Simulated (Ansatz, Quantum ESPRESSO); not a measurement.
# Evanescent states of BN, zinc blende type, lattice constant set to 3.575 Å, part 2 of 3

Wanted: the complex band structure of BN, zinc blende type, lattice constant set to 3.575 Å, as for a tunnel barrier.

Quantum ESPRESSO 7.5; plane-wave DFT, LDA, GBRV ultrasoft pseudopotentials; cross-check by Ansatz 0.2.0 with PAW datasets.

So far. Step 2 (Ground state): The run needed 9 iterations to bring the estimated error under 1e-09 Ry.

### 3. Complex band structure

Level of this step: complex band structure by pwcond; plane-wave DFT, LDA, GBRV ultrasoft pseudopotentials (Quantum ESPRESSO).

ikind = 0 solves one period of the crystal for all kz, real and complex, at each energy and k across. ewind and epsproj trim the two-dimensional plane-wave basis; nz1 sets the subslabs.

cbs.in

```
&inputcond
  outdir = './out'
  prefixl = 'scf'
  band_file = 'cbs'
  ikind = 0
  ewind = 4.0
  epsproj = 1e-05
  nz1 = 7
  energy0 = 7.44
  denergy = -0.24
/
4
  0.00000000 0.00000000 1.00000000
  0.50000000 0.00000000 1.00000000
  0.50000000 0.50000000 1.00000000
  0.25000000 0.00000000 1.00000000
40
```

Started as:

```bash
> OMP_NUM_THREADS=1 mpirun -n 2 pwcond.x -in cbs.in > cbs.out
```

The program printed:

```text
[banner, memory and clock lines left out]
Program PWCOND v.7.5 starts

          URL

     ./out/scf.save/

     IMPORTANT: XC functional enforced from input :
     Exchange-correlation= PZ
                           (   1   1   0   0   0   0   0)
     Any further DFT definition will be discarded
     Please, verify this is what you really want

     Reading collected, re-writing distributed wavefunctions

===== INPUT FILE containing the left lead =====

     GEOMETRY:

     lattice parameter (alat)  =       4.7771  a.u.
     the volume                =     154.1682 (a.u.)^3
     the cross section         =      22.8202 (a.u.)^2
     l of the unit cell        =       1.4142 (alat)
     number of atoms/cell      =            4
     number of atomic types    =            2

     crystal axes: (cart. coord. in units of alat)
               a(1) = (  1.0000  0.0000  0.0000 )
               a(2) = (  0.0000  1.0000  0.0000 )
               a(3) = (  0.0000  0.0000  1.4142 )

   Cartesian axes

     site n.     atom                  positions (alat units)
          1        B      tau(  1)=(  0.0000  0.0000  1.4142  )
          2        N      tau(  2)=(  0.5000  0.0000  0.3536  )
          3        B      tau(  3)=(  0.5000  0.5000  0.7071  )
          4        N      tau(  4)=(  0.0000  0.5000  1.0607  )

     nr1s                      =           20
     nr2s                      =           20
     nr3s                      =           27
     nr1sx                     =           20
     nr2sx                     =           20
     nr3sx                     =           27
     nr1                       =           24
     nr2                       =           24
     nr3                       =           32
     nr1x                      =           24
     nr2x                      =           24
     nr3x                      =           32

 _______________________________
  Radii of nonlocal spheres:

     type       ibeta     ang. mom.          radius (alat units)
       B          1         0                    0.2618
       B          2         0                    0.2618
       B          3         1                    0.2618
       B          4         1                    0.2618
       N          1         0                    0.2530
       N          2         0                    0.2530
       N          3         1                    0.2530
       N          4         1                    0.2530
----- General information -----

----- Complex band structure calculation -----

     nrx                       =           20
     nry                       =           20
     nz1                       =            7

     energy0               =         7.4E+00
     denergy               =        -2.4E-01
     nenergy               =         40
     ecut2d                =         4.0E+01
     ewind                 =         4.0E+00
     epsproj               =         1.0E-05

     number of k_|| points=    4
                       cryst. coord.
        k(    1) = (   0.0000000   0.0000000), wk =   0.2500000
        k(    2) = (   0.5000000   0.0000000), wk =   0.2500000
        k(    3) = (   0.5000000   0.5000000), wk =   0.2500000
        k(    4) = (   0.2500000   0.0000000), wk =   0.2500000
----- Information about left lead -----

     nocros                   =            8
     noins                    =           24
     norb                     =           40
     norbf                    =           40
     nrz                      =           27

      iorb      type   ibeta   ang. mom.   m       position (alat)
        1        1       1        0        1   taunew(   1)=(  0.0000  0.0000  0.0000)
        2        1       2        0        1   taunew(   2)=(  0.0000  0.0000  0.0000)
        3        1       3        1        1   taunew(   3)=(  0.0000  0.0000  0.0000)
        4        1       3        1        2   taunew(   4)=(  0.0000  0.0000  0.0000)
        5        1       3        1        3   taunew(   5)=(  0.0000  0.0000  0.0000)
        6        1       4        1        1   taunew(   6)=(  0.0000  0.0000  0.0000)
        7        1       4        1        2   taunew(   7)=(  0.0000  0.0000  0.0000)
        8        1       4        1        3   taunew(   8)=(  0.0000  0.0000  0.0000)
        9        2       1        0        1   taunew(   9)=(  0.5000  0.0000  0.3536)
       10        2       2        0        1   taunew(  10)=(  0.5000  0.0000  0.3536)
       11        2       3        1        1   taunew(  11)=(  0.5000  0.0000  0.3536)
       12        2       3        1        2   taunew(  12)=(  0.5000  0.0000  0.3536)
       13        2       3        1        3   taunew(  13)=(  0.5000  0.0000  0.3536)
       14        2       4        1        1   taunew(  14)=(  0.5000  0.0000  0.3536)
       15        2       4        1        2   taunew(  15)=(  0.5000  0.0000  0.3536)
       16        2       4        1        3   taunew(  16)=(  0.5000  0.0000  0.3536)
       17        1       1        0        1   taunew(  17)=(  0.5000  0.5000  0.7071)
       18        1       2        0        1   taunew(  18)=(  0.5000  0.5000  0.7071)
       19        1       3        1        1   taunew(  19)=(  0.5000  0.5000  0.7071)
       20        1       3        1        2   taunew(  20)=(  0.5000  0.5000  0.7071)
       21        1       3        1        3   taunew(  21)=(  0.5000  0.5000  0.7071)
       22        1       4        1        1   taunew(  22)=(  0.5000  0.5000  0.7071)
       23        1       4        1        2   taunew(  23)=(  0.5000  0.5000  0.7071)
       24        1       4        1        3   taunew(  24)=(  0.5000  0.5000  0.7071)
       25        2       1        0        1   taunew(  25)=(  0.0000  0.5000  1.0607)
       26        2       2        0        1   taunew(  26)=(  0.0000  0.5000  1.0607)
       27        2       3        1        1   taunew(  27)=(  0.0000  0.5000  1.0607)
       28        2       3        1        2   taunew(  28)=(  0.0000  0.5000  1.0607)
       29        2       3        1        3   taunew(  29)=(  0.0000  0.5000  1.0607)
       30        2       4        1        1   taunew(  30)=(  0.0000  0.5000  1.0607)
       31        2       4        1        2   taunew(  31)=(  0.0000  0.5000  1.0607)
       32        2       4        1        3   taunew(  32)=(  0.0000  0.5000  1.0607)
       33        1       1        0        1   taunew(  33)=(  0.0000  0.0000  1.4142)
       34        1       2        0        1   taunew(  34)=(  0.0000  0.0000  1.4142)
       35        1       3        1        1   taunew(  35)=(  0.0000  0.0000  1.4142)
       36        1       3        1        2   taunew(  36)=(  0.0000  0.0000  1.4142)
       37        1       3        1        3   taunew(  37)=(  0.0000  0.0000  1.4142)
       38        1       4        1        1   taunew(  38)=(  0.0000  0.0000  1.4142)
       39        1       4        1        2   taunew(  39)=(  0.0000  0.0000  1.4142)
       40        1       4        1        3   taunew(  40)=(  0.0000  0.0000  1.4142)
    k slab    z(k)  z(k+1)     crossing(iorb=1,norb)
    1   0.0000 0.0524 0.0524   1111111100000000000000000000000000000000
    2   0.0524 0.1048 0.0524   1111111111111111000000000000000000000000
    3   0.1048 0.1571 0.0524   1111111111111111000000000000000000000000
    4   0.1571 0.2095 0.0524   1111111111111111000000000000000000000000
    5   0.2095 0.2619 0.0524   1111111111111111000000000000000000000000
    6   0.2619 0.3143 0.0524   0000000011111111000000000000000000000000
    7   0.3143 0.3666 0.0524   0000000011111111000000000000000000000000
    8   0.3666 0.4190 0.0524   0000000011111111000000000000000000000000
    9   0.4190 0.4714 0.0524   0000000011111111111111110000000000000000
   10   0.4714 0.5238 0.0524   0000000011111111111111110000000000000000
   11   0.5238 0.5762 0.0524   0000000011111111111111110000000000000000
   12   0.5762 0.6285 0.0524   0000000011111111111111110000000000000000
   13   0.6285 0.6809 0.0524   0000000000000000111111110000000000000000
   14   0.6809 0.7333 0.0524   0000000000000000111111110000000000000000
   15   0.7333 0.7857 0.0524   0000000000000000111111110000000000000000
   16   0.7857 0.8381 0.0524   0000000000000000111111111111111100000000
   17   0.8381 0.8904 0.0524   0000000000000000111111111111111100000000
   18   0.8904 0.9428 0.0524   0000000000000000111111111111111100000000
   19   0.9428 0.9952 0.0524   0000000000000000111111111111111100000000
   20   0.9952 1.0476 0.0524   0000000000000000000000001111111100000000
   21   1.0476 1.0999 0.0524   0000000000000000000000001111111100000000
   22   1.0999 1.1523 0.0524   0000000000000000000000001111111100000000
   23   1.1523 1.2047 0.0524   0000000000000000000000001111111111111111
   24   1.2047 1.2571 0.0524   0000000000000000000000001111111111111111
   25   1.2571 1.3095 0.0524   0000000000000000000000001111111111111111
   26   1.3095 1.3618 0.0524   0000000000000000000000001111111111111111
   27   1.3618 1.4142 0.0524   0000000000000000000000000000000011111111
 ngper, shell number =           69          13
 ngper, n2d =           69          63
---  E-Ef =    7.4400000  k =    0.0000000   0.0000000
---  ie =          1  ik =          1
 Nchannels of the left tip =            1
 Right moving states:
   k1(2pi/a)   k2(2pi/a)   E-Ef (eV)
  -0.4008863   0.0000000   7.4400000
 Left moving states:
   k1(2pi/a)   k2(2pi/a)   E-Ef (eV)
   0.4008863  -0.0000000   7.4400000

---  E-Ef =    7.2000000  k =    0.0000000   0.0000000
---  ie =          2  ik =          1
 Nchannels of the left tip =            1
 Right moving states:
   k1(2pi/a)   k2(2pi/a)   E-Ef (eV)
  -0.4413806   0.0000000   7.2000000
 Left moving states:
   k1(2pi/a)   k2(2pi/a)   E-Ef (eV)
   0.4413806  -0.0000000   7.2000000
[... further energies and points left out ...]
---  E-Ef =   -1.6800000  k =    0.2500000   0.0000000
---  ie =         39  ik =          4
 Nchannels of the left tip =            3
 Right moving states:
   k1(2pi/a)   k2(2pi/a)   E-Ef (eV)
   0.1177926   0.0000000  -1.6800000
  -0.3409428   0.0000000  -1.6800000
  -0.4204486  -0.0000000  -1.6800000
 Left moving states:
   k1(2pi/a)   k2(2pi/a)   E-Ef (eV)
  -0.1177926   0.0000000  -1.6800000
   0.3409428  -0.0000000  -1.6800000
   0.4204486   0.0000000  -1.6800000

---  E-Ef =   -1.9200000  k =    0.2500000   0.0000000
---  ie =         40  ik =          4
 Nchannels of the left tip =            3
 Right moving states:
   k1(2pi/a)   k2(2pi/a)   E-Ef (eV)
   0.0783131   0.0000000  -1.9200000
  -0.3815514   0.0000000  -1.9200000
  -0.4531191  -0.0000000  -1.9200000
 Left moving states:
   k1(2pi/a)   k2(2pi/a)   E-Ef (eV)
  -0.0783131   0.0000000  -1.9200000
   0.3815514  -0.0000000  -1.9200000
   0.4531191   0.0000000  -1.9200000

Note: The following floating-point exceptions are signalling: IEEE_UNDERFLOW_FLAG IEEE_DENORMAL
Note: The following floating-point exceptions are signalling: IEEE_UNDERFLOW_FLAG IEEE_DENORMAL
```

It took 14 s on 2 MPI ranks of Intel Xeon 6975P-C (Granite Rapids), shared host; peak memory 0.11 GiB; 28 s of CPU time.

This step gave:

```
peak of the smallest κ at the zone centre : 0.483 Å⁻¹
energy of the peak at the zone centre     : 3.12 eV
peak of the smallest κ at (1/4, 0)        : 0.605 Å⁻¹
```

K across = (0, 0) in the cell's reciprocal vectors; values within 0.0025 1/Å of each other count once, columns are sorted by size at each energy, a dash where no further value was kept. Table of Im kz of the slowest decaying states by energy, zero at the highest filled level of the SCF mesh:

```
energy (eV)  decay 1 (Å⁻¹)  decay 2 (Å⁻¹)  decay 3 (Å⁻¹)
      -1.92           1.16           2.30           2.43
      -1.68           1.13           2.28           2.42
      -1.20           1.08           2.25           2.39
      -0.96           1.06           2.24           2.38
      -0.72           1.03           2.22           2.36
      -0.24          0.982           2.19           2.34
       0.00          0.014          0.021          0.029
       0.24          0.176          0.184          0.929
       0.72          0.292          0.308          0.874
       0.96           0.33          0.351          0.845
       1.20          0.361          0.388          0.816
       1.68          0.409          0.446          0.754
       1.92          0.427           0.47          0.721
       2.16          0.443          0.492          0.687
       2.64          0.467          0.528          0.612
       2.88          0.476          0.543          0.571
       3.36          0.475          0.489          0.569
       3.60          0.418          0.493           0.58
       3.84           0.35          0.496          0.589
       4.32          0.122          0.497          0.604
       4.56          0.495           0.61           1.79
       4.80          0.492          0.615           1.77
       5.28          0.481          0.621           1.72
       5.52          0.474          0.623           1.69
       5.76          0.465          0.624           1.66
       6.24          0.443          0.624           1.40
       6.48           0.43          0.622           1.30
       6.72          0.414           0.62           1.21
       7.20          0.376          0.615           1.04
       7.44          0.353          0.611          0.956
```

K across = (0, 0) in the cell's reciprocal vectors. Re kz of states that move upwards against energy, zero at the highest filled level of the SCF mesh:

```
energy (eV)  channel 1 (Å⁻¹)  channel 2 (Å⁻¹)  channel 3 (Å⁻¹)
      -1.92           -0.605           -0.605           -0.566
      -1.44           -0.501           -0.500           -0.480
      -0.96           -0.391           -0.391           -0.384
      -0.48           -0.265           -0.264           -0.264
      -0.24           -0.184           -0.183           -0.182
       0.00                -                -                -
       0.24                -                -                -
       0.72                -                -                -
       1.20                -                -                -
       1.68                -                -                -
       2.16                -                -                -
       2.64                -                -                -
       2.88                -                -                -
       3.36                -                -                -
       3.84                -                -                -
       4.32                -                -                -
       4.80            0.317                -                -
       5.28            0.475                -                -
       5.76            0.605                -                -
       6.00            0.666                -                -
       6.48            0.788                -                -
       6.96           -0.843                -                -
       7.44           -0.705                -                -
```

K across = (1/2, 0) in the cell's reciprocal vectors; values within 0.0025 1/Å of each other count once, columns are sorted by size at each energy, a dash where no further value was kept. The Im kz of the slowest decaying states by energy, zero at the highest filled level of the SCF mesh:

```
energy (eV)  decay 1 (Å⁻¹)  decay 2 (Å⁻¹)  decay 3 (Å⁻¹)
      -1.92          0.105          0.382           2.15
      -1.68          0.194          0.622           2.13
      -1.20          0.296          0.809           2.08
      -0.96          0.333           0.86           2.06
      -0.72          0.365          0.899           2.03
      -0.24          0.419          0.952           1.98
       0.00          0.441           0.97           1.95
       0.24          0.462          0.985           1.93
       0.72          0.498           1.00           1.87
       0.96          0.514           1.01           1.85
       1.20          0.528           1.02           1.82
       1.68          0.554           1.02           1.76
       1.92          0.565           1.02           1.74
       2.16          0.576           1.02           1.71
       2.64          0.594           1.01           1.65
       2.88          0.602           1.01           1.62
       3.36          0.615          0.998           1.56
       3.60           0.62          0.992           1.52
       3.84          0.625          0.984           1.49
       4.32          0.631          0.966           1.43
       4.56          0.634          0.956           1.40
       4.80          0.635          0.945           1.36
       5.28          0.636          0.921           1.29
       5.52          0.635          0.908           1.25
       5.76          0.633          0.894           1.22
       6.24          0.626          0.863           1.14
       6.48          0.621          0.846           1.10
       6.72          0.614          0.829           1.06
       7.20          0.598           0.79          0.977
       7.44          0.588          0.769          0.932
```

K across = (1/2, 1/2) in the cell's reciprocal vectors; values within 0.0025 1/Å of each other count once, columns are sorted by size at each energy, a dash where no further value was kept. The Im kz of the slowest decaying states by energy, zero at the highest filled level of the SCF mesh:

```csv
energy (eV),decay 1 (Å⁻¹),decay 2 (Å⁻¹),decay 3 (Å⁻¹)
-1.92,0.471,0.626,2.88
-1.68,0.475,0.638,2.87
-1.20,0.479,0.656,2.84
-0.96,0.479,0.664,2.83
-0.72,0.478,0.67,2.82
-0.24,0.472,0.68,2.79
0.00,0.468,0.684,2.78
0.24,0.462,0.686,2.77
0.72,0.448,0.689,2.74
0.96,0.439,0.689,2.73
1.20,0.43,0.689,2.71
1.68,0.406,0.686,2.69
1.92,0.393,0.684,2.67
2.16,0.378,0.68,2.66
2.64,0.342,0.672,2.63
2.88,0.321,0.667,2.62
3.36,0.27,0.655,2.59
3.60,0.239,0.648,2.58
3.84,0.201,0.64,2.56
4.32,0.07,0.622,2.54
4.56,0.613,2.52,2.77
4.80,0.602,2.51,2.76
5.28,0.579,2.48,2.74
5.52,0.566,2.46,2.72
5.76,0.552,2.45,2.71
6.24,0.521,2.42,2.69
6.48,0.504,2.40,2.67
6.72,0.486,2.38,2.66
7.20,0.445,2.35,2.64
7.44,0.423,2.34,2.62
```

K across = (1/4, 0) in the cell's reciprocal vectors; values within 0.0025 1/Å of each other count once, columns are sorted by size at each energy, a dash where no further value was kept. Im kz of the slowest decaying states against energy, zero at the highest filled level of the SCF mesh:

```csv
energy (eV),decay 1 (Å⁻¹),decay 2 (Å⁻¹),decay 3 (Å⁻¹)
-1.92,1.60,1.93,2.43
-1.68,1.58,1.91,2.42
-1.20,1.53,1.87,2.39
-0.96,0.161,1.5,1.85
-0.72,0.233,1.47,1.84
-0.24,0.224,0.328,1.42
0.00,0.319,0.363,1.39
0.24,0.387,0.394,1.37
0.72,0.444,0.486,1.31
0.96,0.466,0.524,1.28
1.20,0.485,0.557,1.25
1.68,0.518,0.612,1.20
1.92,0.532,0.634,1.17
2.16,0.544,0.655,1.13
2.64,0.566,0.689,1.07
2.88,0.574,0.703,1.04
3.36,0.588,0.727,0.974
3.60,0.594,0.737,0.94
3.84,0.598,0.745,0.904
4.32,0.604,0.757,0.83
4.56,0.605,0.762,0.791
4.80,0.605,0.75,0.764
5.28,0.602,0.66,0.766
5.52,0.599,0.61,0.765
5.76,0.556,0.595,0.762
6.24,0.425,0.584,0.75
6.48,0.34,0.576,0.741
6.72,0.222,0.568,0.73
7.20,0.546,0.698,1.14
7.44,0.532,0.678,1.12
```

The program's own clock; routines nest. Time by routine:

| routine | wall time (s) | calls |
| --- | --- | --- |
| PWCOND | 13.53 | 1 |
| scatter_forw | 7.5 | 160 |
| compbs | 5.56 | 160 |
| compbs_2 | 5.29 | 160 |
| init | 0.35 | 1 |
| local | 0.11 | 4 |
| poten | 0.09 | 1 |

(Part 2 of 3 ends here.)

[Logs are printed without paths, hosts, clocks, repeated set-up lines and the standing remarks that a program may print on its own settings, such as how far it seeks lower states.]

[Hosts, paths, dates, database ids (printed as entryN), source tags and the programs' standing remarks are cut or masked in the printed files.]

[Maps of the electrostatic potential energy from Ansatz leave out the sawtooth potential of an applied field or a dipole correction, so their vacuum need not be flat; planar profiles and work functions include it.]
